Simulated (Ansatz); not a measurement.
**What GaC (built on the sites of a database entry of TlC) distorts into**

Aim: this structure of GaC (built on the sites of a database entry of TlC) is to be tested for unstable modes, and one is followed downhill.

Method: DFT PBEsol, scalar-relativistic, plane waves, norm-conserving pseudopotentials, in Ansatz 0.2.0.

The structure was built from a prototype and need not be the compound's stable phase.

### Step 1. The structure

Symmetry: Pm-3m, No. 221, cubic system. The conventional cell has a = 2.775 Å, b = 2.775 Å, c = 2.775 Å, α = 90.00°, β = 90.00°, γ = 90.00°. Nearest to Ga lie 8 C at 2.40 Å. C has 8 Ga at 2.40 Å nearest. Farther neighbours are not listed.

### Step 2. Response at finite wavevector

The cell comes from relaxations at this level that are not shown. Stability and thermal properties need the whole zone. Linear response on a 4×4×4 q mesh gives force constants as far as a supercell of that size would.

input.yaml reads:

```yaml
crystal:
  lattice:
    - [2.7754559291, 0.0, 0.0]
    - [0.0, 2.7754559291, 0.0]
    - [0.0, 0.0, 2.7754559291]
  atoms:
    - { symbol: Ga, position: [0.0, 0.0, 0.0] }
    - { symbol: C, position: [0.5, 0.5, 0.5] }
kpoints:
  mp_grid: { grid: [16, 16, 16] }
hamiltonian:
  xc: pbesol
  pseudopotentials: { kind: nc }
scf:
  occupations: { method: methfessel_paxton, width: 0.15 }
output:
  eigenvalues: true
phonons:
  method: dfpt
  qmesh: [4, 4, 4]
  temperatures: { t_max: 1000, t_step: 50 }
  qpath:
    path:
      - [[0.0, 0.0, 0.0], [0.0, 0.5, 0.0], [0.5, 0.5, 0.0], [0.0, 0.0, 0.0], [0.5, 0.5, 0.5], [0.0, 0.5, 0.0]]
      - [[0.5, 0.5, 0.5], [0.5, 0.5, 0.0]]
    npoints: 10
```

Started as:

```sh
$ ansatz run input.yaml --threads 4 --pin off --max-ram 7168MiB --backend cpu --events-out ev --progress --plain --runs-dir out
```

Numbers of over 12 decimals in the logs are rounded to 6 here.

The log of the run:

```text
Engine: ansatz 0.2.0, aarch64-unknown-linux-gnu
Pseudopotentials: kind: nc
Pseudopotential: Ga, nc, valence charge 13, recommended cutoff 1088.45545 eV (normal), Ga.nc.azcp (PseudoDojo's, or run here from an input of PseudoDojo's: the run reads no file of this project's for it)
Pseudopotential: C, nc, valence charge 4, recommended cutoff 1115.666836 eV (normal), C.nc.azcp (PseudoDojo's, or run here from an input of PseudoDojo's: the run reads no file of this project's for it)
Functional definition: PBEsol
  exchange = pbesol_x
  correlation = pbesol_c
Crystal: 2 atoms, lattice volume = 21.380 Å³
Basis set: ecut = 1115.666836 eV, 1839 PW (Γ), exchange–correlation on 64×64×64 points (8 copies of the dense FFT grid, shifted against one another)
Bands: 13, of which v1, the nominal top of the filled ones, is band 9 counted from 1 (8 counted from 0)
Symmetry: 48 space group operations
k-points: 165 of 4096
Non-local potential: Ga, projectors of the file, l = 0: 2, l = 1: 2, l = 2: 2
Non-local potential: C, projectors of the file, l = 0: 2, l = 1: 2
Initial density: superposition of atomic densities (chi_scale 0.1, normalization cell, long waves kept (reshape's long-wave potential 0.00 eV rms))
Initial wavefunctions: pseudopotential atomic-orbital guess
Functional: x = pbesol(κ = 0.804, μ = 0.123457), c = pbesol(β = 0.046)
SCF iter   1: F=—  HF=-2237.410052 eV  |F-HF|=—  |Δ(HF+E_count)|=         —  Δρ=3.85e-2  dr2=4.65e-1  ethr=3.10e-3  ⟨swp⟩=5.1  Hψ=11730  notcnv=0
preconditioner: auto → none  [metal: Δε(μ)=0.013 eV  Ē_g=17.278 eV  σ=0.150 eV  W_gap=0.08  n_scr=6 (ndim 8)  ℏωp=33.1 eV  f_vac=0.000  D(μ)=0.81/eV (n_scr^D=6)  sad-step TF]
SCF iter   2: F=—  HF=-2237.305668 eV  |F-HF|=—  |Δ(HF+E_count)|=   1.04e-1  S|Δr|=    0.00e0  Δρ=1.91e-2  dr2=9.50e-2  ethr=2.73e-3  ⟨swp⟩=1.8  Hψ=3869  notcnv=0  defer=1
SCF iter   3: F=—  HF=-2237.281070 eV  |F-HF|=—  |Δ(HF+E_count)|=   2.46e-2  S|Δr|=    0.00e0  Δρ=3.23e-3  dr2=1.28e-3  ethr=5.59e-4  ⟨swp⟩=1.4  Hψ=2330  notcnv=0  defer=14
SCF iter   4: F=—  HF=-2237.280927 eV  |F-HF|=—  |Δ(HF+E_count)|=   1.43e-4  S|Δr|=    0.00e0  Δρ=4.06e-4  dr2=3.87e-5  ethr=7.53e-6  ⟨swp⟩=1.7  Hψ=2601  notcnv=0  defer=25
SCF iter   5: F=—  HF=-2237.280920 eV  |F-HF|=—  |Δ(HF+E_count)|=   7.55e-6  S|Δr|=    0.00e0  Δρ=6.85e-5  dr2=2.79e-7  ethr=2.28e-7  ⟨swp⟩=2.6  Hψ=3579  notcnv=0  defer=25
SCF iter   6: F=—  HF=-2237.280911 eV  |F-HF|=—  |Δ(HF+E_count)|=   8.99e-6  S|Δr|=    0.00e0  Δρ=1.67e-5  dr2=1.87e-8  ethr=1.64e-9  ⟨swp⟩=2.1  Hψ=3259  notcnv=0  defer=25
SCF iter   7: F=—  HF=-2237.280911 eV  |F-HF|=—  |Δ(HF+E_count)|=   8.09e-9  S|Δr|=    0.00e0  Δρ=1.37e-6  dr2=1.07e-10  ethr=1.10e-10  ⟨swp⟩=2.0  Hψ=2954  notcnv=0  defer=25
SCF iter   8: F=-2237.280911 eV  HF=-2237.280911 eV  |F-HF|=2.73e-12  |Δ(HF+E_count)|=  3.96e-11  S|Δr|=    0.00e0  Δρ=1.55e-7  dr2=2.29e-12  ethr=1.00e-12  ⟨swp⟩=7.2  Hψ=10557  notcnv=0
SCF 1 converged in 8 iterations: F = -2237.280911 eV  dr2 = 2.29e-12
phonons: the bands overlap, so this run is a metal and interpolates without the dipole-dipole term. If the crystal is really an insulator or semiconductor, its LO-TO splitting is missing
NSCF: frozen V_eff on 165 k-points
NSCF: frozen V_eff on 405 k-points
DFPT response loops at q = (0, 0, 0) (fractional): preconditioner auto → Kerker (q_TF=auto, 2.626 Å⁻¹) (partly filled bands, converged f_vac=0.000); β = 1.00, the filter's whole step (`scf.mixing.beta` (0.50) is not read by the response loops under this deck's `scf.mixing.preconditioner`; to damp them name `kerker` or `kerker_dos`, under which they read `scf.mixing.beta`, and type it under 1.00, their step now; both keys bind the ground state too); Broyden in place of MSR1
NSCF: frozen V_eff on 2592 k-points
DFPT response loops at q = (0, 0, 0.25) (fractional): mixed as the last ones told, above
NSCF: frozen V_eff on 1458 k-points
DFPT response loops at q = (0, 0, -0.5) (fractional): mixed as the last ones told, above
NSCF: frozen V_eff on 4608 k-points
DFPT response loops at q = (0, 0.25, 0.25) (fractional): mixed as the last ones told, above
phonons.qmesh, q = [0.0000, 0.2500, 0.2500]: its response loops start from zero, take more passes and end by a threshold: the memory limit or budget leaves too little room for the subspace of the ground state's own states beside the solves, or none could be made (phonons.method)
NSCF: frozen V_eff on 2592 k-points
DFPT response loops at q = (0, 0.25, -0.5) (fractional): mixed as the last ones told, above
NSCF: frozen V_eff on 1458 k-points
DFPT response loops at q = (0, -0.5, -0.5) (fractional): mixed as the last ones told, above
NSCF: frozen V_eff on 4352 k-points
DFPT response loops at q = (0.25, 0.25, 0.25) (fractional): mixed as the last ones told, above
NSCF: frozen V_eff on 4608 k-points
DFPT response loops at q = (0.25, 0.25, -0.5) (fractional): mixed as the last ones told, above
phonons.qmesh, q = [0.2500, 0.2500, -0.5000]: its response loops start from zero, take more passes and end by a threshold: the memory limit or budget leaves too little room for the subspace of the ground state's own states beside the solves, or none could be made (phonons.method)
NSCF: frozen V_eff on 2592 k-points
DFPT response loops at q = (0.25, -0.5, -0.5) (fractional): mixed as the last ones told, above
NSCF: frozen V_eff on 810 k-points
DFPT response loops at q = (-0.5, -0.5, -0.5) (fractional): mixed as the last ones told, above
SCF converged after 8 iterations
Stability not checked: this state was not tested for a lower state beside it, because cold or Methfessel-Paxton smearing, or corrected tetrahedra, fill the levels in a way that the test cannot read (fill_not_monotonic; see scf.lower_state_search)
Free energy (F): -2237.280911 eV
Harris-Foulkes:  -2237.280911 eV  (|F-HF|=2.73e-12)
Internal energy: -2237.281359 eV  (E = F + TS)
E sigma→0 (E₀):  -2237.281023 eV
Entropy (-TS):   0.000448 eV (0.224 meV/atom)
Fermi energy:    13.423808 eV
--- Per-component energies (eV) ---
  E_band       = 36.445390
  E_kinetic    = 1810.836598
  E_local      = -1311.574782  (includes V_loc(G=0)·N_el)
  E_nonlocal   = -1041.872786
  E_hartree    = 502.770398
  E_xc         = -619.443449
  E_vxc        = -426.484480  (∫ρ·V_xc dr)
  E_ewald      = -1577.997338
  E_smearing   = 0.000448  (= −TS)
  E_closure    = -0.000000  (closes the sum)
  Σ components = -2237.280911   (vs F -2237.280911, Δ=0.00e0)
--- Band table (eV; the first three rows and the last of 165) ---
  k-point 0: bands = [... 5 lower, -1.4377, 13.0930, 13.0930, 13.0930, 14.7061, 22.2051, 22.2051, 27.3524]
  k-point 1: bands = [... 5 lower, -1.4371, 12.3919, 13.1489, 13.1489, 15.1545, 22.2702, 22.4048, 27.2062]
  k-point 2: bands = [... 5 lower, -1.4356, 11.0912, 13.3124, 13.3124, 15.7844, 22.4659, 22.7746, 26.7793]
  k-point 164: bands = [... 5 lower, 6.2616, 11.0541, 11.0541, 11.0541, 14.2347, 14.2347, 14.2347, 15.6098]
--- Phonons (Γ-DFPT): 2 representative perturbations + reference (Σ response iterations 6) ---
  ASR residual: 1.645e-4 → 0.000e0 eV/Å²; symmetrization residual: 4.190e-8 eV/Å²
  ASR residual per site (eV/Å²): 1.65e-4 8.12e-5
  Γ frequencies (cm⁻¹): -138.70 -138.70 -138.70 0.00 0.00 0.00
--- Phonons (arbitrary-q DFPT): 10 irreducible q on the 4×4×4 mesh ---
  q = [0.0000, 0.0000, 0.0000] (star 1, of the zone-centre solve; hermiticity 1.16e-7, symmetrization 2.61e-13): -138.70 -138.70 -138.70 -0.00 0.00 0.00
  q = [0.0000, 0.0000, 0.2500] (star 6, 4 solved perturbations in 4032 linear systems a pass and spin channel, the states on 1296 of 4096 k-point pairs; hermiticity 1.75e-8, symmetrization 7.84e-13, the responses' own estimated error 2.5e-5 eV/Å²): -191.83 -191.83 -165.54 -51.90 -51.90 138.25
  q = [0.0000, 0.0000, -0.5000] (star 3, 4 solved perturbations in 2268 linear systems a pass and spin channel, the states on 729 of 4096 k-point pairs; hermiticity 7.00e-10, symmetrization 2.40e-10, the responses' own estimated error 2.7e-5 eV/Å²): -327.61 -327.61 -71.78 -71.78 181.99 236.33
  q = [0.0000, 0.2500, 0.2500] (star 12, 4 solved perturbations in 7056 linear systems a pass and spin channel, the states on 2304 of 4096 k-point pairs; hermiticity 9.71e-6, symmetrization 7.08e-13): -346.89 -272.30 -195.44 -78.73 120.37 133.15
  q = [0.0000, 0.2500, -0.5000] (star 12, 6 solved perturbations on 1296 of 4096 k-point pairs; hermiticity 4.90e-8, symmetrization 4.36e-9, the responses' own estimated error 2.6e-5 eV/Å²): -424.34 -313.70 -98.63 114.57 191.86 232.39
  q = [0.0000, -0.5000, -0.5000] (star 3, 4 solved perturbations in 2268 linear systems a pass and spin channel, the states on 729 of 4096 k-point pairs; hermiticity 5.12e-8, symmetrization 2.16e-11, the responses' own estimated error 2.4e-5 eV/Å²): -450.85 -114.45 176.95 176.95 198.39 198.39
  q = [0.2500, 0.2500, 0.2500] (star 8, 2 solved perturbations on 2176 of 4096 k-point pairs; hermiticity 1.40e-7, symmetrization 4.85e-12, the responses' own estimated error 2.7e-5 eV/Å²): -356.09 -233.24 -233.24 114.71 114.71 116.27
  q = [0.2500, 0.2500, -0.5000] (star 12, 4 solved perturbations in 7056 linear systems a pass and spin channel, the states on 2304 of 4096 k-point pairs; hermiticity 2.56e-6, symmetrization 1.26e-12): -374.14 -350.57 97.36 105.41 184.44 188.46
  q = [0.2500, -0.5000, -0.5000] (star 6, 4 solved perturbations in 4032 linear systems a pass and spin channel, the states on 1296 of 4096 k-point pairs; hermiticity 3.97e-8, symmetrization 2.31e-10, the responses' own estimated error 2.5e-5 eV/Å²): -556.60 87.36 120.00 120.00 175.39 175.39
  q = [-0.5000, -0.5000, -0.5000] (star 1, 2 solved perturbations on 405 of 4096 k-point pairs; hermiticity 5.77e-11, symmetrization 2.88e-11, the responses' own estimated error 2.4e-5 eV/Å²): -249.12 -249.12 -249.12 174.74 174.74 174.74
  sum rule: each row above includes the acoustic sum rule's correction from the zone centre's row sums; it moved no ω² by more than (1.36 cm⁻¹)²
  mesh force constants: q→R imaginary residual 3.39e-19; ASR residual 1.645e-4 → 0.000e0 eV/Å²; symmetrization residual 2.665e-15 eV/Å²
  interpolated dispersion: 62 rows × 6 modes
  density of states and harmonic sums: on the 24×24×24 q-mesh, interpolated from the force constants of a 4×4×4 supercell (no non-analytic term)
  largest difference from the sums on the solved wave vectors: F 2.74e-2 eV, S 3.07e-5 and C_V 1.26e-5 eV/K
  zero-point energy: 0.024361 eV/cell   skipped modes (ω ≤ 0): 1432, of them read as no rigid motion or as one in doubt: 1429 (3.126e0 modes/cell left out, lowest -562.33 cm⁻¹)   left out of the sums: 5.21e-1 of the cell's modes: C_V's classical limit lies that fraction below 3 k_B per atom; for a crystal, a wire or a layer, F and S can be off by more, and a phonons.interpolated_qmesh denser along its periods is the remedy for the sampling
```

It took 15 min on 4 threads of Arm Neoverse V1, shared host; peak memory 4.6 GiB.

This step gave:

```yaml
volume_per_atom: 10.69 Å³
gap_on_the_k_mesh: 0 eV
sum_rule_residual_before_enforcement: 1.65e-4 eV/Å²
lowest_frequency_on_the_path: -561.0 cm⁻¹
point_group: m-3m
highest_frequency_on_the_path_or_at_a_solved_wavevector: 238.2 cm⁻¹
highest_optical_mode_at_the_zone_centre_no_lo_to_term: -138.7 cm⁻¹
lowest_optical_zone_centre_mode: -138.7 cm⁻¹
lowest_mode_on_the_q_mesh_acoustic_modes_at_gamma_apart: -556.6 cm⁻¹
```

Frequencies (cm⁻¹) solved at each irreducible wavevector; negative means imaginary. Frequencies by wavevector, by row:

| q in reciprocal lattice units | star | mode 1 | mode 2 | mode 3 | mode 4 | mode 5 | mode 6 |
| --- | --- | --- | --- | --- | --- | --- | --- |
| 0 0 0 | 1 | -138.7 | -138.7 | -138.7 | 0 | 0 | 0 |
| 0 0 0.25 | 6 | -191.8 | -191.8 | -165.5 | -51.9 | -51.9 | 138.2 |
| 0 0 -0.5 | 3 | -327.6 | -327.6 | -71.8 | -71.8 | 182 | 236.3 |
| 0 0.25 0.25 | 12 | -346.9 | -272.3 | -195.4 | -78.7 | 120.4 | 133.2 |
| 0 0.25 -0.5 | 12 | -424.3 | -313.7 | -98.6 | 114.6 | 191.9 | 232.4 |
| 0 -0.5 -0.5 | 3 | -450.9 | -114.5 | 176.9 | 176.9 | 198.4 | 198.4 |
| 0.25 0.25 0.25 | 8 | -356.1 | -233.2 | -233.2 | 114.7 | 114.7 | 116.3 |
| 0.25 0.25 -0.5 | 12 | -374.1 | -350.6 | 97.4 | 105.4 | 184.4 | 188.5 |
| 0.25 -0.5 -0.5 | 6 | -556.6 | 87.4 | 120 | 120 | 175.4 | 175.4 |
| -0.5 -0.5 -0.5 | 1 | -249.1 | -249.1 | -249.1 | 174.7 | 174.7 | 174.7 |

Interpolated from a 4×4×4 q mesh. Phonon branches along the path, in cm⁻¹:

| point | branch 1 | branch 2 | branch 3 | branch 4 | branch 5 | branch 6 |
| --- | --- | --- | --- | --- | --- | --- |
| Γ | -139 | -139 | -139 | 0 | 0 | 0 |
| halfway | -192 | -192 | -166 | -52 | -52 | 138 |
| X | -328 | -328 | -72 | -72 | 182 | 236 |
| halfway | -424 | -314 | -99 | 115 | 192 | 232 |
| M | -451 | -114 | 177 | 177 | 198 | 198 |
| halfway | -347 | -272 | -195 | -79 | 120 | 133 |
| Γ | -139 | -139 | -139 | 0 | 0 | 0 |
| halfway | -356 | -233 | -233 | 115 | 115 | 116 |
| R | -249 | -249 | -249 | 175 | 175 | 175 |
| halfway | -374 | -351 | 97 | 105 | 184 | 188 |
| X | -328 | -328 | -72 | -72 | 182 | 236 |
| jump to R | -249 | -249 | -249 | 175 | 175 | 175 |
| halfway | -557 | 87 | 120 | 120 | 175 | 175 |
| M | -451 | -114 | 177 | 177 | 198 | 198 |

The phonon branches as a text plot (rows in cm⁻¹):

```
    222 |      ********                              *****
    188 |      ***********                    *******************
    155 |    **      ** * ***              ***  ****      **
    122 |   *       *    *   **         ***        **       **
     88 |  *  *    *          **     ***            **       *
     55 | *       *   *         *   ***              *
     22 |*                       * *                  *
    -12 |**              *       **
    -45 |  ***                 **                 *    *    *
    -78 |     ******       ****                         **    *
   -111 |    *      *******                                    **
   -145 |***                    ****                       *
   -178 | ***        *    *** ***   *            *
   -211 |                    * *    ***
   -245 |    *             **          ****   ***         *
   -278 |     *     *        **      **    ***  *         *
   -311 |      **                          **    *       *
   -345 |        ***         *         ****      ********
   -378 |         *                               *****
   -411 |          *       **
   -444 |           *******                                *
   -478 |                                                       *
   -511 |                                                   *  *
   -544 |                                                    **
         Γ      X      M          Γ            R        X|R     M
```

Symmetry leaves 10 wavevectors to solve. The lowest mode among them, the acoustic zeros apart, lies at q = (0.25, -0.5, -0.5) and is imaginary, 556.6i cm⁻¹, so the energy falls along it. Between them the interpolated path dips to 561i cm⁻¹.

### Step 3. The mode frozen in, largest atomic shift 0 Å

The mode followed lies at q = (0.25, -0.5, -0.5) with frequency 556.6i cm⁻¹, the softest among the wavevectors solved. At small amplitude the distorted cell has space group no. 139 by a symmetry search on the positions. The undistorted cell that holds it gives the zero of energy on the same k mesh.

System of this step: GaC (built on the sites of a database entry of TlC). The structure is cubic, space group Pm-3m (No. 221). Conventional cell: a = 2.775 Å, b = 2.775 Å, c = 2.775 Å, α = 90.00°, β = 90.00°, γ = 90.00°. Nearest to Ga lie 8 C at 2.40 Å. Nearest to C lie 8 Ga at 2.40 Å. Farther neighbours are not listed.

input.yaml reads:

```yaml
crystal:
  lattice:
    - [0.0, -2.7754559291, -2.7754559291]
    - [0.0, -2.7754559291, 2.7754559291]
    - [-5.5509118581, -2.7754559291, 0.0]
  atoms:
    - { symbol: Ga, position: [0.75, 0.75, 0.5] }
    - { symbol: Ga, position: [0.25, 0.25, 0.5] }
    - { symbol: Ga, position: [0.5, 0.5, 1.0] }
    - { symbol: Ga, position: [0.0, 0.0, 1.0] }
    - { symbol: C, position: [0.375, 0.875, 0.25] }
    - { symbol: C, position: [0.875, 0.375, 0.25] }
    - { symbol: C, position: [0.125, 0.625, 0.75] }
    - { symbol: C, position: [0.625, 0.125, 0.75] }
kpoints:
  mp_grid: { grid: [8, 8, 8] }
hamiltonian:
  xc: pbesol
  pseudopotentials: { kind: nc }
scf:
  occupations: { method: methfessel_paxton, width: 0.15 }
output:
  forces: true
  stress: true
  eigenvalues: true
```

The log of the run:

```text
[...]
Crystal: 8 atoms, lattice volume = 85.519 Å³
Basis set: ecut = 1115.666836 eV, 7239 PW (Γ), exchange–correlation on 90×90×144 points (8 copies of the dense FFT grid, shifted against one another)
Bands: 42, of which v1, the nominal top of the filled ones, is band 34 counted from 1 (33 counted from 0)
Symmetry: 64 space group operations
[...]
k-points: 59 of 512
[...]
k-point 0: bands = [... 30 lower, 11.3173, 13.0886, 13.0886, 13.0887, 13.1898, 13.1898, 14.7042, 14.9626, ... 4 higher]
  k-point 1: bands = [... 30 lower, 11.9453, 12.3809, 12.3884, 13.1445, 13.1445, 14.0289, 14.8664, 14.8664, ... 4 higher]
  k-point 2: bands = [... 30 lower, 11.0884, 11.6943, 12.7188, 13.3080, 13.3080, 14.6097, 14.6097, 14.7905, ... 4 higher]
  k-point 58: bands = [... 30 lower, 11.8652, 11.8652, 13.5415, 13.5415, 15.0405, 15.0405, 15.4512, 15.4512, ... 4 higher]
[key lines of the parts left out:]
SCF converged after 7 iterations
Free energy (F): -8949.116262 eV
Fermi energy:    13.424411 eV
P = ⅓ Tr σ = 0.1318 GPa (1.318 kbar)
```

It took 9.4 s on 4 threads; peak memory 0.93 GiB.

Numbers from this step:

| Quantity | Value |
| --- | --- |
| pressure | 0.1318 GPa |
| energy from the undistorted cell | 0 meV/atom |

The run ends at a pressure of 0.13 GPa.

### Step 4. The mode frozen in, largest atomic shift 0.6 Å

The atoms are moved along the unstable eigenvector, the largest shift by 0.6 Å, with the cell fixed.

input.yaml, the sections that differ from step 3:

```yaml
crystal:
  lattice:
    - [0.0, -2.7754559291, -2.7754559291]
    - [0.0, -2.7754559291, 2.7754559291]
    - [-5.5509118581, -2.7754559291, 0.0]
  atoms:
    - { symbol: Ga, position: [0.75, 0.75, 0.5] }
    - { symbol: Ga, position: [0.25, 0.25, 0.5] }
    - { symbol: Ga, position: [0.5, 0.5, 1.0] }
    - { symbol: Ga, position: [0.0, 0.0, 1.0] }
    - { symbol: C, position: [0.3209548255, 0.8209548255, 0.358090349] }
    - { symbol: C, position: [0.9290451745, 0.4290451745, 0.141909651] }
    - { symbol: C, position: [0.1790451745, 0.6790451745, 0.641909651] }
    - { symbol: C, position: [0.5709548255, 0.0709548255, 0.858090349] }
# kpoints, hamiltonian, scf, output: as in step 3
```

The log of the run:

```text
[...]
Crystal: 8 atoms, lattice volume = 85.519 Å³
Basis set: ecut = 1115.666836 eV, 7239 PW (Γ), exchange–correlation on 90×90×144 points (8 copies of the dense FFT grid, shifted against one another)
Bands: 42, of which v1, the nominal top of the filled ones, is band 34 counted from 1 (33 counted from 0)
Symmetry: 16 space group operations
[...]
k-points: 59 of 512
[...]
k-point 0: bands = [... 30 lower, 10.9344, 11.4126, 12.3752, 12.3752, 13.1060, 14.5084, 14.5084, 14.6798, ... 4 higher]
  k-point 1: bands = [... 30 lower, 10.6320, 11.8682, 12.3519, 12.3519, 13.2896, 14.3279, 14.4179, 14.4179, ... 4 higher]
  k-point 2: bands = [... 30 lower, 10.3087, 12.2685, 12.2685, 12.6499, 12.8545, 14.2203, 14.2203, 14.3625, ... 4 higher]
  k-point 58: bands = [... 30 lower, 10.2620, 10.2620, 12.6726, 13.9685, 13.9685, 15.2518, 17.6999, 17.6999, ... 4 higher]
[key lines of the parts left out:]
SCF converged after 9 iterations
Free energy (F): -8951.173039 eV
Fermi energy:    13.366567 eV
P = ⅓ Tr σ = 10.3839 GPa (103.839 kbar)
```

Wall time 11 s (4 threads); peak memory 0.94 GiB; 45 s of CPU time.

Numbers from this step:

| Property | Result |
| --- | --- |
| pressure | 10.38 GPa |
| energy from the undistorted cell | -257.3 meV/atom |

The energy, extrapolated to zero smearing, is -257.33 meV/atom against the undistorted cell.

The run ends at a pressure of 10.38 GPa, with forces up to 1.9 eV/Å.

(Continued in part 2 of 2.)

[Logs are printed without paths, hosts, clocks, repeated set-up lines and the standing remarks that a program may print on its own settings, such as how far it seeks lower states.]

[Hosts, paths, dates, database ids (printed as entryN), source tags and the programs' standing remarks are cut or masked in the printed files.]
